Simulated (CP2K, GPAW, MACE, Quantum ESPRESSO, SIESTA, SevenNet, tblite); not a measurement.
# A vacancy of Si in generalised stacking fault on (111) (glide set) of a Ge-Si solid solution (72 atoms): do the methods agree on the site?

Aim: compare the energies of a vacancy of Si at unlike sites of generalised stacking fault on (111) (glide set) of a Ge-Si solid solution (72 atoms), with plane waves as the reference.

The results are calculated values.

## (1) Set-up

The cell holds 72 atoms (51 Ge and 21 Si), with edges of 6.85, 11.86 and 19.70 Å. Recipe: diamond-structure Ge lattice (a = 5.5919 Å, the value set for the mixture), cell with z along [111], 1 x 3 x 2 periods; the third cell vector is tilted by 0.333 of 1/2[11-2] and lengthened by 0.2 Å, so the cell holds one fault (glide set); displaced by a Gaussian of 0.01 Å; 21 of 72 Ge sites given to Si at random (lattice constant by Vegard's rule between Ge and Si). Then the atoms were relaxed with MACE MP-0b3 medium in the fixed cell.

## (2) The reference input

Quantum ESPRESSO 7.5: Kohn-Sham DFT, PBE, SSSP efficiency 1.3.0 pseudopotentials, plane waves. Its input, pw.in, for the unchanged cell:

```
&control
  calculation = 'scf'
  pseudo_dir = './pseudo'
  outdir = './tmp'
  disk_io = 'none'
  tprnfor = .true.
  tstress = .true.
/
&system
  ibrav = 0
  nat = 72
  ntyp = 2
  ecutwfc = 45
  ecutrho = 360
  nosym = .true.
  occupations = 'smearing'
  smearing = 'fd'
  degauss = 0.003675
/
&electrons
  conv_thr = 3.6e-07
  electron_maxstep = 100
  mixing_beta = 0.2
  mixing_mode = 'local-TF'
  diagonalization = 'david'
/
ATOMIC_SPECIES
Ge 72.630 Ge.upf
Si 28.085 Si.upf
CELL_PARAMETERS angstrom
6.84865 0.00000 0.00000
0.00000 11.86221 0.00000
2.28286 0.00000 19.57091
ATOMIC_POSITIONS crystal
Ge 0.49042 0.16378 0.01520
Ge 0.44838 0.16364 0.14079
Ge 0.77279 0.16567 0.18339
Si 0.73161 0.16700 0.30630
[... 66 atom lines left out ...]
Ge 0.88920 0.83502 0.85139
Si 0.84551 0.83675 0.97431
K_POINTS gamma
```

```console
$ OMP_NUM_THREADS=1 mpirun -np 4 pw.x -in pw.in > output.txt
```

It took 4.5 min on 4 MPI ranks of Arm Neoverse V1, shared host; peak memory 4.4 GiB.

It converged with an r.m.s. force component of 0.21 eV/Å and a pressure of 1.4 GPa.

## (3) Levels of theory

The levels share the cells and solve them as single points, though not every level runs every cell. CPU time is summed over a level's finished runs, on a host shared with the other runs, so it is rough; the force column is the median over cells of the r.m.s. difference of force components from the reference.

| level | basis or training data | k-points | runs finished | CPU time | peak memory (GiB) | force difference (meV/Å) |
| --- | --- | --- | --- | --- | --- | --- |
| QE, PBE | plane waves, SSSP efficiency, 45/360 Ry | Γ | 6 of 6 | 1.8 h | 4.4 | reference |
| CP2K double zeta, PBE | DZVP-UZH, GTH-PBE potentials, 350 Ry | Γ | 5 of 5 | 21 min | 2.3 | 19 |
| GPAW dzp, PBE | dzp orbitals, PAW, h 0.18 Å | Γ | 5 of 5 | 30 min | 1.9 | 32 |
| SIESTA DZP, PBE | DZP orbitals, shift 0.01 Ry, mesh 300 Ry | Γ | 5 of 5 | 34 min | 1.4 | 130 |
| CP2K double zeta, LDA | DZVP-MOLOPT-SR, GTH-PADE potentials, 350 Ry | Γ | 5 of 5 | 11 min | 2.1 | 64 |
| tblite GFN1-xTB | tight binding with its own dispersion term | Γ | 5 of 5 | 43 s | 0.15 | 186 |
| MACE MP-0b3 medium | trained on PBE(+U) plane-wave data | - | 6 of 6 | 47 s | 0.81 | 231 |
| SevenNet 0 | trained on PBE(+U) plane-wave data | - | 6 of 6 | 47 s | 0.77 | 231 |

The reference's own r.m.s. force component runs from 207 to 246 meV/Å over these cells. MACE MP-0b3 medium relaxed the atoms, so in the cells that it relaxed its own forces are small, and its entry isn't an independent test there.

## (4) The sites

Each changed cell was relaxed with MACE MP-0b3 medium before the single points. Neighbours are the site's nearest atoms before the change.

```
site  nearest atoms  their mean distance (Å)  atoms within 6 Å  largest move on relaxing (Å)  longest force left in the reference (eV/Å)
Si26            Ge4                     2.40                38                          0.41                                        0.73
Si69          SiGe3                     2.39                34                          0.45                                        0.60
Si29          SiGe3                     2.38                35                          0.50                                        0.61
Si72          SiGe3                     2.41                38                          0.41                                        1.02
Si32          SiGe3                     2.40                38                          0.37                                        0.99
```

## (5) Site energies

All changed cells hold the same atoms, so within one level their energies compare with no chemical potential. Energies in eV, less that of Si26, the reference's cheapest site; the last column is the largest deviation from the reference once each row's mean is taken off.

```
                level  Si26  Si69  Si29  Si72  Si32  cheapest  largest deviation
              QE, PBE  0.00  0.19  0.31  0.46  0.48      Si26                  -
CP2K double zeta, PBE  0.00  0.24  0.33  0.51  0.53      Si26               0.03
        GPAW dzp, PBE  0.00  0.17  0.26  0.51  0.51      Si26               0.05
      SIESTA DZP, PBE  0.00  0.15  0.20  0.68  0.72      Si26               0.18
CP2K double zeta, LDA  0.00  0.24  0.38  0.30  0.37      Si26               0.12
      tblite GFN1-xTB  0.00  0.46  0.28  0.15  0.33      Si26               0.31
   MACE MP-0b3 medium  0.00  0.07  0.11  0.38  0.33      Si26               0.11
           SevenNet 0  0.00  0.31  0.23  0.46  0.49      Si26               0.11
```

## (6) Findings

In the reference the cheapest site is Si26 (Ge4) and the dearest Si32 (SiGe3), 0.48 eV higher. All 7 other levels pick the same cheapest site, and 3 give the whole order. CP2K double zeta, PBE follows the reference most closely (0.03 eV at worst) and tblite GFN1-xTB least (0.31 eV).

The other programs at PBE deviate by 0.18 eV at most, the learned potentials by 0.11 to 0.11 eV. The reference's gap of 0.31 eV in the unchanged cell becomes 0.18 eV between partly filled levels and the next empty one (Si26), 0.15 eV between partly filled levels and the next empty one (Si69), 0.18 eV between partly filled levels and the next empty one (Si29), 0.21 eV between partly filled levels and the next empty one (Si72) and 0.21 eV between partly filled levels and the next empty one (Si32).

Caveats: The geometries are those of MACE MP-0b3 medium; forces of up to 1.0 eV/Å remain in the reference, so relaxing in DFT would lower the energies, by amounts that can differ from site to site and can change the order. For MACE MP-0b3 medium alone these are relaxed energies. Defects interact with their periodic images. Neighbours of a vacancy can rebond in unlike ways from site to site, which enters the differences. The reference has no spin polarisation, so cut bonds at a vacancy can't carry moments. Only 5 of the 21 Si sites are compared. Learned potentials don't solve for electrons, so the charge or spin state of a defect can't be set in them. The reference samples only Γ, in a cell whose shortest periodic width is 7 Å. The reference isn't exact: its cutoffs and mesh weren't converged further here. SIESTA's automatically made basis is far from complete, and its potentials were converted by us (checked for H, C, O, Si, Ge and Ca alone). The learned potentials mimic data converged in k, so the sampling error of the reference's coarse mesh counts against them here, while programs on the same mesh share it. Spin–orbit coupling is left out. Where levels are smeared, the DFT runs use Fermi–Dirac occupations at 580 K (0.05 eV), and energies are free energies.

[Logs are printed without paths, hosts, clocks, repeated set-up lines and the standing remarks that a program may print on its own settings, such as how far it seeks lower states.]

[Hosts, paths, dates, database ids (printed as entryN), source tags and the programs' standing remarks are cut or masked in the printed files.]
